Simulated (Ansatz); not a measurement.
## Ag wire along [100], 37 atoms a period: bands along the axis

Wanted: the relaxed geometry and the bands of the Ag wire along [100], 37 atoms a period.

Main program and level: Ansatz 0.2.0; DFT PBE, plane waves, PAW; relaxation of a wire's period; PAW set soft_1, in the first sound run; inputs show where later runs differ.

## Step 1: Starting point

The cell holds 37 atoms: 37 Ag. Its edges and angles: a = 19.250 Å, b = 19.250 Å, c = 4.150 Å, α = 90.0°, β = 90.0°, γ = 90.0°. Vacuum lies along a and b. The structure's axis is c.

## Step 2: Relaxation of atoms and period

Band widths follow the bond lengths, so the wire is relaxed first. The atoms and the third cell vector are free; the box across stays fixed as vacuum. A Fermi-Dirac smearing is set since the result may be a metal. The pressure printed is a third of the stress's trace over the whole box, vacuum included; only the stress along the axis is relaxed.

File input.yaml:

```yaml
crystal:
  lattice:
    - [19.25, 0.0, 0.0]
    - [0.0, 19.25, 0.0]
    - [0.0, 0.0, 4.15]
  atoms:
    - { symbol: Ag, position: [0.176623377, 0.392207792, 0.0] }
    - { symbol: Ag, position: [0.176623377, 0.607792208, 0.0] }
    - { symbol: Ag, position: [0.284415584, 0.284415584, 0.0] }
    - { symbol: Ag, position: [0.284415584, 0.5, 0.0] }
    - { symbol: Ag, position: [0.284415584, 0.715584416, 0.0] }
    - { symbol: Ag, position: [0.392207792, 0.176623377, 0.0] }
    - { symbol: Ag, position: [0.392207792, 0.392207792, 0.0] }
    - { symbol: Ag, position: [0.392207792, 0.607792208, 0.0] }
    - { symbol: Ag, position: [0.392207792, 0.823376623, 0.0] }
    - { symbol: Ag, position: [0.5, 0.284415584, 0.0] }
    - { symbol: Ag, position: [0.5, 0.5, 0.0] }
    - { symbol: Ag, position: [0.5, 0.715584416, 0.0] }
    - { symbol: Ag, position: [0.607792208, 0.176623377, 0.0] }
    - { symbol: Ag, position: [0.607792208, 0.392207792, 0.0] }
    - { symbol: Ag, position: [0.607792208, 0.607792208, 0.0] }
    - { symbol: Ag, position: [0.607792208, 0.823376623, 0.0] }
    - { symbol: Ag, position: [0.715584416, 0.284415584, 0.0] }
    - { symbol: Ag, position: [0.715584416, 0.5, 0.0] }
    - { symbol: Ag, position: [0.715584416, 0.715584416, 0.0] }
    - { symbol: Ag, position: [0.823376623, 0.392207792, 0.0] }
    - { symbol: Ag, position: [0.823376623, 0.607792208, 0.0] }
    - { symbol: Ag, position: [0.176623377, 0.5, 0.5] }
    - { symbol: Ag, position: [0.284415584, 0.392207792, 0.5] }
    - { symbol: Ag, position: [0.284415584, 0.607792208, 0.5] }
    - { symbol: Ag, position: [0.392207792, 0.284415584, 0.5] }
    - { symbol: Ag, position: [0.392207792, 0.5, 0.5] }
    - { symbol: Ag, position: [0.392207792, 0.715584416, 0.5] }
    - { symbol: Ag, position: [0.5, 0.176623377, 0.5] }
    - { symbol: Ag, position: [0.5, 0.392207792, 0.5] }
    - { symbol: Ag, position: [0.5, 0.607792208, 0.5] }
    - { symbol: Ag, position: [0.5, 0.823376623, 0.5] }
    - { symbol: Ag, position: [0.607792208, 0.284415584, 0.5] }
    - { symbol: Ag, position: [0.607792208, 0.5, 0.5] }
    - { symbol: Ag, position: [0.607792208, 0.715584416, 0.5] }
    - { symbol: Ag, position: [0.715584416, 0.392207792, 0.5] }
    - { symbol: Ag, position: [0.715584416, 0.607792208, 0.5] }
    - { symbol: Ag, position: [0.823376623, 0.5, 0.5] }
kpoints:
  mp_grid: { grid: [1, 1, 20] }
scf:
  occupations: { method: fermi_dirac, width: 0.05 }
hamiltonian:
  xc: pbe
  pseudopotentials: { kind: paw, azcp: { folder: soft_1 } }
relax:
  cell: { fix: [a, b, alpha, beta, gamma] }
  max_steps: 45
  f_tol: 0.03
```

On the command line:

```
> ansatz run input.yaml --threads 16 --pin off --max-ram 61440MiB --backend cuda --events-out ev --progress --plain --runs-dir out --max-vram 78GiB
```

Numbers of over 12 decimals in the logs are rounded to 6 here.

Output:

```text
Engine: ansatz 0.2.0, aarch64-unknown-linux-gnu
Pseudopotentials: kind: paw
Pseudopotential: Ag, paw, valence charge 19, recommended cutoff 420 eV (normal), soft_1/Ag.paw.azcp
Functional definition: PBE
  parameter kappa = 0.804
  parameter beta = 0.066725
  exchange = pbe_x(kappa = kappa, mu = beta*pi^2/3)
  correlation = pbe_c(beta = beta)
[...]
Crystal: 37 atoms, lattice volume = 1537.834 Å³
Basis set: ecut = 420 eV, 29925 PW (Γ), exchange–correlation on 270×270×60 points (8 copies of the dense FFT grid, shifted against one another)
Bands: 422, of which v1, the nominal top of the filled ones, is band 352 counted from 1 (351 counted from 0)
Symmetry: 16 space group operations
Space group: P4/mmm (ITA 123), of the structure as read, at distance tolerance 1.2e-4 Å
k-points: 11 of 20
Non-local potential: Ag, projectors of the file, l = 0: 3, l = 1: 2, l = 2: 2, l = 3: 1
PAW form: soft (Blöchl's): semilocal exchange-correlation on the pseudo side does not see the compensation charge
PAW one-centre angular grid: Ag, 590 points (default); XC on 64 Gauss nodes
Initial density: superposition of atomic densities (neutral atoms: chi_scale 0, normalization atom)
Initial wavefunctions: pseudopotential atomic-orbital guess
[...]
Functional: x = pbe(κ = 0.804, μ = 0.219515), c = pbe(β = 0.066725)
SCF iter   1: F=—  HF=-280848.783999 eV  |F-HF|=—  |Δ(HF+E_count)|=         —  Δρ=3.70e-2  dr2=2.79e1  ethr=3.10e-3  ⟨swp⟩=6.0  Hψ=17437  notcnv=0  defer=239
preconditioner: auto → LDOS  [metal: Δε(μ)=0.005 eV  Ē_g=8.229 eV  σ=0.050 eV  W_gap=0.02  n_scr=378 (ndim 8)  ℏωp=19.1 eV  f_vac=0.509  D(μ)=10.20/eV (n_scr^D=36)  β→1.0]
SCF iter   2: F=—  HF=-280855.163767 eV  |F-HF|=—  |Δ(HF+E_count)|=    6.38e0  Δρ=5.59e-2  dr2=4.39e1  ethr=3.10e-3  ⟨swp⟩=2.5  Hψ=9412  notcnv=0  defer=613
[...]
SCF iter  10: F=-280841.808691 eV  HF=-280841.808691 eV  |F-HF|=2.74e-8  |Δ(HF+E_count)|=   9.45e-8  Δρ=1.98e-6  dr2=4.35e-8  ethr=1.42e-11  ⟨swp⟩=2.8  Hψ=17476  notcnv=0
SCF 1 converged in 10 iterations: F = -280841.808691 eV  dr2 = 4.35e-8
  greatest PAW one-centre occupation: 1.001 electrons in one spin orbital (limit 2), on the Ag atom at site 29 (counted from 0), in its partial waves of l = 0
relax step   1: F+E_penalty+E_count = -280841.80869145 eV  Δ(F+E_penalty+E_count) = +0.000e0 eV  max|allowed force component| = 3.557e-1 eV/Å  Δτ_max = 0.0000 Å  P = -1.121 GPa  Ω = 1537.834 Å³  fix = [a, b, alpha, beta, gamma]  reactions: a -1.000, b -1.000 GPa  (10 SCF iters, dr2 threshold 1.00e-7 eV, accepted)
[...]
Crystal: 37 atoms, lattice volume = 1505.079 Å³
Basis set: ecut = 420 eV, 29357 PW (Γ), exchange–correlation on 270×270×60 points (8 copies of the dense FFT grid, shifted against one another)
[...]
iter 1 solved again at ethr=3.36e-5 eV; its pass at ethr=3.10e-3 eV (dr2=2.36e-1 eV) is discarded
SCF iter   1: F=—  HF=-280842.158280 eV  |F-HF|=—  |Δ(HF+E_count)|=         —  Δρ=3.83e-3  dr2=2.41e-1  ethr=3.36e-5  ⟨swp⟩=3.8  Hψ=23907  notcnv=0
preconditioner: auto → LDOS  [metal: Δε(μ)=0.082 eV  Ē_g=8.673 eV  σ=0.050 eV  W_gap=0.37  n_scr=370 (ndim 8)  ℏωp=19.3 eV  f_vac=0.519  D(μ)=9.43/eV (n_scr^D=36)  β→1.0]
SCF iter   2: F=—  HF=-280842.215972 eV  |F-HF|=—  |Δ(HF+E_count)|=   5.77e-2  Δρ=5.26e-3  dr2=4.13e-1  ethr=3.36e-5  ⟨swp⟩=2.6  Hψ=9551  notcnv=0  defer=2
[...]
SCF iter   7: F=-280842.105495 eV  HF=-280842.105495 eV  |F-HF|=1.03e-7  |Δ(HF+E_count)|=   4.85e-8  Δρ=4.23e-6  dr2=2.05e-7  ethr=5.26e-10  ⟨swp⟩=4.0  Hψ=14424  notcnv=0
SCF 2 converged in 7 iterations: F = -280842.105495 eV  dr2 = 2.05e-7
  greatest PAW one-centre occupation: 1.001 electrons in one spin orbital (limit 2), on the Ag atom at site 32 (counted from 0), in its partial waves of l = 0
relax step   2: F+E_penalty+E_count = -280842.10549530 eV  Δ(F+E_penalty+E_count) = -2.968e-1 eV  max|allowed force component| = 1.407e-1 eV/Å  Δτ_max = 0.1409 Å  P = +0.701 GPa  Ω = 1505.079 Å³  energy of the carried Pulay correction = +6.607e-3 eV  fix = [a, b, alpha, beta, gamma]  reactions: a +0.745, b +0.745 GPa  (7 SCF iters, dr2 threshold 3.70e-6 eV, accepted)
[...]
Crystal: 37 atoms, lattice volume = 1510.825 Å³
[...]
SCF 3 converged in 7 iterations: F = -280842.178324 eV  dr2 = 1.88e-7
[...]
SCF 4 converged in 7 iterations: F = -280842.182553 eV  dr2 = 2.29e-9
[...]
SCF 5 converged in 9 iterations: F = -280842.184687 eV  dr2 = 3.73e-11
[...]
SCF 6 converged in 9 iterations: F = -280842.186472 eV  dr2 = 6.13e-11
[...]
SCF 7 converged in 9 iterations: F = -280842.187877 eV  dr2 = 6.37e-11
[...]
SCF 8 converged in 6 iterations: F = -280842.177450 eV  dr2 = 2.94e-10
[...]
SCF converged after 6 iterations
[...]
--- Relaxed structure (7 steps of the walk, 7 accepted, 1 SCFs on fresh bases) ---
  F+E_penalty+E_count = -280842.17745041 eV   max|allowed force component| = 2.071e-3 eV/Å   (the final SCF, on the basis selected at the relaxed cell)
  cell:  # Å, volume = 1491.1135 Å³
    - [19.25, 0, 0]
    - [0, 19.25, 0]
    - [0, 0, 4.023919]
  atoms:
    - { symbol: Ag, position: [0.178748, 0.394009, 0] }
    - { symbol: Ag, position: [0.178748, 0.605991, 0] }
    - { symbol: Ag, position: [0.284359, 0.284359, 0] }
    - { symbol: Ag, position: [0.283713, 0.5, 0] }
    - { symbol: Ag, position: [0.284359, 0.715641, 0] }
    - { symbol: Ag, position: [0.394009, 0.178748, 0] }
    - { symbol: Ag, position: [0.391272, 0.391272, 0] }
    - { symbol: Ag, position: [0.391272, 0.608728, 0] }
    - { symbol: Ag, position: [0.394009, 0.821252, 0] }
    - { symbol: Ag, position: [0.5, 0.283713, 0] }
    - { symbol: Ag, position: [0.5, 0.5, 0] }
    - { symbol: Ag, position: [0.5, 0.716287, 0] }
    - { symbol: Ag, position: [0.605991, 0.178748, 0] }
    - { symbol: Ag, position: [0.608728, 0.391272, 0] }
    - { symbol: Ag, position: [0.608728, 0.608728, 0] }
    - { symbol: Ag, position: [0.605991, 0.821252, 0] }
    - { symbol: Ag, position: [0.715641, 0.284359, 0] }
    - { symbol: Ag, position: [0.716287, 0.5, 0] }
    - { symbol: Ag, position: [0.715641, 0.715641, 0] }
    - { symbol: Ag, position: [0.821252, 0.394009, 0] }
    - { symbol: Ag, position: [0.821252, 0.605991, 0] }
    - { symbol: Ag, position: [0.176212, 0.5, 0.5] }
    - { symbol: Ag, position: [0.281943, 0.389725, 0.5] }
    - { symbol: Ag, position: [0.281943, 0.610275, 0.5] }
    - { symbol: Ag, position: [0.389725, 0.281943, 0.5] }
    - { symbol: Ag, position: [0.391668, 0.5, 0.5] }
    - { symbol: Ag, position: [0.389725, 0.718057, 0.5] }
    - { symbol: Ag, position: [0.5, 0.176212, 0.5] }
    - { symbol: Ag, position: [0.5, 0.391668, 0.5] }
    - { symbol: Ag, position: [0.5, 0.608332, 0.5] }
    - { symbol: Ag, position: [0.5, 0.823788, 0.5] }
    - { symbol: Ag, position: [0.610275, 0.281943, 0.5] }
    - { symbol: Ag, position: [0.608332, 0.5, 0.5] }
    - { symbol: Ag, position: [0.610275, 0.718057, 0.5] }
    - { symbol: Ag, position: [0.718057, 0.389725, 0.5] }
    - { symbol: Ag, position: [0.718057, 0.610275, 0.5] }
    - { symbol: Ag, position: [0.823788, 0.5, 0.5] }
```

Run time: 23 s. Hardware: 1 × NVIDIA GB200 with 16 threads of Arm Neoverse V2, shared host; peak memory 1.6 GiB; 2.5 min of CPU time.

The steps of the relaxation:

| step | energy less that of the first step (eV) | largest force component (eV/Å) | pressure (GPa) | volume (Å³) |
| --- | --- | --- | --- | --- |
| 1 | 0.0000 | 0.3557 | -1.12 | 1537.83 |
| 2 | -0.2968 | 0.1407 | 0.70 | 1505.08 |
| 3 | -0.3696 | 0.0280 | -0.08 | 1510.82 |
| 4 | -0.3739 | 0.0057 | -0.01 | 1505.71 |
| 5 | -0.3760 | 0.0062 | 0.01 | 1500.86 |
| 6 | -0.3778 | 0.0055 | 0.01 | 1495.84 |
| 7 | -0.3792 | 0.0021 | 0.00 | 1491.11 |
| 8 | -0.3688 | 0.0021 | 0.00 | 1491.11 |

The log counts 1 steps on a newly chosen plane-wave basis, not all of them marked here; energy and pressure can jump at such steps.

The run keeps the 16 symmetry operations that it works with, so distortions that break them were not tested.

| cell as run | before | after | change |
| --- | --- | --- | --- |
| c (Å) | 4.150 | 4.024 | -3.0 % |

The atoms that moved most (Å, along periodic axes as changes of fractional coordinates times the final cell, across vacuum about the mean position):

| atom | dx | dy | dz | length |
| --- | --- | --- | --- | --- |
| Ag35 | 0.048 | -0.048 | 0.000 | 0.067 |
| Ag27 | -0.048 | 0.048 | 0.000 | 0.067 |
| Ag34 | 0.048 | 0.048 | 0.000 | 0.067 |
| Ag36 | 0.048 | 0.048 | 0.000 | 0.067 |
| Ag25 | -0.048 | -0.048 | 0.000 | 0.067 |
| Ag24 | -0.048 | 0.048 | 0.000 | 0.067 |
| Ag23 | -0.048 | -0.048 | 0.000 | 0.067 |
| Ag32 | 0.048 | -0.048 | 0.000 | 0.067 |

This step gave:

```yaml
energy_at_zero_smearing: -280842.1345 eV
cell_length_along_the_wire: 4.024 Å
```

The cell's length comes to 4.024 Å with spin left out.

## Step 3: Bands of the perfect wire

This step: DFT PBE, plane waves, PAW; bands of a perfect wire; PAW set soft_1 (Ansatz 0.2.0).

At the relaxed period the bands are computed along the axis; those that cross an energy going forward count the channels that a perfect wire would open there.

File input.yaml:

```yaml
crystal:
  lattice:
    - [19.25, 0.0, 0.0]
    - [0.0, 19.25, 0.0]
    - [0.0, 0.0, 4.0239189582]
  atoms:
    - { symbol: Ag, position: [0.178748293, 0.394009459, 0.0] }
    - { symbol: Ag, position: [0.178748293, 0.605990541, 0.0] }
    - { symbol: Ag, position: [0.284359024, 0.284359024, 0.0] }
    - { symbol: Ag, position: [0.28371272, 0.5, 0.0] }
    - { symbol: Ag, position: [0.284359024, 0.715640976, 0.0] }
    - { symbol: Ag, position: [0.394009459, 0.178748293, 0.0] }
    - { symbol: Ag, position: [0.391271833, 0.391271833, 0.0] }
    - { symbol: Ag, position: [0.391271833, 0.608728167, 0.0] }
    - { symbol: Ag, position: [0.394009459, 0.821251707, 0.0] }
    - { symbol: Ag, position: [0.5, 0.28371272, 0.0] }
    - { symbol: Ag, position: [0.5, 0.5, 0.0] }
    - { symbol: Ag, position: [0.5, 0.71628728, 0.0] }
    - { symbol: Ag, position: [0.605990541, 0.178748293, 0.0] }
    - { symbol: Ag, position: [0.608728167, 0.391271833, 0.0] }
    - { symbol: Ag, position: [0.608728167, 0.608728167, 0.0] }
    - { symbol: Ag, position: [0.605990541, 0.821251707, 0.0] }
    - { symbol: Ag, position: [0.715640976, 0.284359024, 0.0] }
    - { symbol: Ag, position: [0.71628728, 0.5, 0.0] }
    - { symbol: Ag, position: [0.715640976, 0.715640976, 0.0] }
    - { symbol: Ag, position: [0.821251707, 0.394009459, 0.0] }
    - { symbol: Ag, position: [0.821251707, 0.605990541, 0.0] }
    - { symbol: Ag, position: [0.176211555, 0.5, 0.5] }
    - { symbol: Ag, position: [0.281943099, 0.389725273, 0.5] }
    - { symbol: Ag, position: [0.281943099, 0.610274727, 0.5] }
    - { symbol: Ag, position: [0.389725273, 0.281943099, 0.5] }
    - { symbol: Ag, position: [0.391667611, 0.5, 0.5] }
    - { symbol: Ag, position: [0.389725273, 0.718056901, 0.5] }
    - { symbol: Ag, position: [0.5, 0.176211555, 0.5] }
    - { symbol: Ag, position: [0.5, 0.391667611, 0.5] }
    - { symbol: Ag, position: [0.5, 0.608332389, 0.5] }
    - { symbol: Ag, position: [0.5, 0.823788445, 0.5] }
    - { symbol: Ag, position: [0.610274727, 0.281943099, 0.5] }
    - { symbol: Ag, position: [0.608332389, 0.5, 0.5] }
    - { symbol: Ag, position: [0.610274727, 0.718056901, 0.5] }
    - { symbol: Ag, position: [0.718056901, 0.389725273, 0.5] }
    - { symbol: Ag, position: [0.718056901, 0.610274727, 0.5] }
    - { symbol: Ag, position: [0.823788445, 0.5, 0.5] }
kpoints:
  mp_grid: { grid: [1, 1, 20] }
  band_path: { path: ["Γ", Z], npoints: 90 }
scf:
  occupations: { method: fermi_dirac, width: 0.05 }
hamiltonian:
  xc: pbe
  pseudopotentials: { kind: paw, azcp: { folder: soft_1 } }
output:
  dos: { e_range: [-5, 4] }
  write_potential: true
  write_density: true
  volumetric_format: npy
```

Output:

```text
[...]
Crystal: 37 atoms, lattice volume = 1491.113 Å³
Basis set: ecut = 420 eV, 29141 PW (Γ)
Bands: 422, of which v1, the nominal top of the filled ones, is band 352 counted from 1 (351 counted from 0)
Symmetry: 16 space group operations
[...]
k-points: 11 of 20
[...]
SCF iter   1: F=—  HF=-280849.478634 eV  |F-HF|=—  |Δ(HF+E_count)|=         —  Δρ=3.87e-2  dr2=2.88e1  ethr=3.10e-3  ⟨swp⟩=6.0  Hψ=17417  notcnv=0  defer=263
[...]
SCF iter   6: F=—  HF=-280842.180363 eV  |F-HF|=—  |Δ(HF+E_count)|=   1.26e-2  Δρ=1.28e-4  dr2=2.50e-4  ethr=6.22e-7  ⟨swp⟩=2.0  Hψ=6272  notcnv=0  defer=611
[...]
SCF iter   8: F=—  HF=-280842.177761 eV  |F-HF|=—  |Δ(HF+E_count)|=   1.87e-2  Δρ=1.19e-5  dr2=1.85e-6  ethr=7.09e-9  ⟨swp⟩=2.0  Hψ=6278  notcnv=0  defer=611
[...]
SCF iter  10: F=-280842.177763 eV  HF=-280842.177763 eV  |F-HF|=2.68e-8  |Δ(HF+E_count)|=   4.89e-9  Δρ=2.04e-6  dr2=4.04e-8  ethr=1.42e-11  ⟨swp⟩=11.3  Hψ=21641  notcnv=0
SCF 1 converged in 10 iterations: F = -280842.177763 eV  dr2 = 4.04e-8
[...]
NSCF: frozen V_eff on 91 k-points
[...]
SCF converged after 10 iterations
[...]
```

Run time: 25 s. Hardware: 1 × NVIDIA GB200 with 16 threads; peak memory 3.6 GiB.

Numbers from this step:

```yaml
energy_at_zero_smearing: -280842.1348 eV
band_gap_on_the_path_through_both_edges: 0 eV
```

Electronic bands along the path, in eV, zero at the Fermi level; # counts the bands kept:

| point | #50 | #51 | #52 | #53 | #54 | #55 | #56 | #57 |
| --- | --- | --- | --- | --- | --- | --- | --- | --- |
| Γ | -1.24 | -1.15 | -1.08 | -0.27 | -0.27 | 0.02 | 0.25 | 0.39 |
| halfway | -0.59 | -0.46 | -0.46 | -0.05 | 0.49 | 0.49 | 0.73 | 0.73 |
| Z | -0.54 | -0.54 | -0.51 | -0.51 | -0.10 | -0.07 | -0.07 | 0.38 |

Between Γ and Z the bands cross the Fermi level 10 times, so a perfect wire would conduct at least 10 G₀, with spin left out.

## Step 4: What came out

- cell length, PBE: 4.024 Å
- ballistic conductance by band crossings, a lower bound, PBE: 10 G₀

What this shows: Under PBE the cell's length is 4.02 Å, and the bands cross the Fermi level 10 times between Γ and Z, which gives a perfect wire at least 10 G₀ (opposite crossings within one step of the path cancel in such a count).

[Logs are printed without paths, hosts, clocks, repeated set-up lines and the standing remarks that a program may print on its own settings, such as how far it seeks lower states.]

[Hosts, paths, dates, database ids (printed as entryN), source tags and the programs' standing remarks are cut or masked in the printed files.]
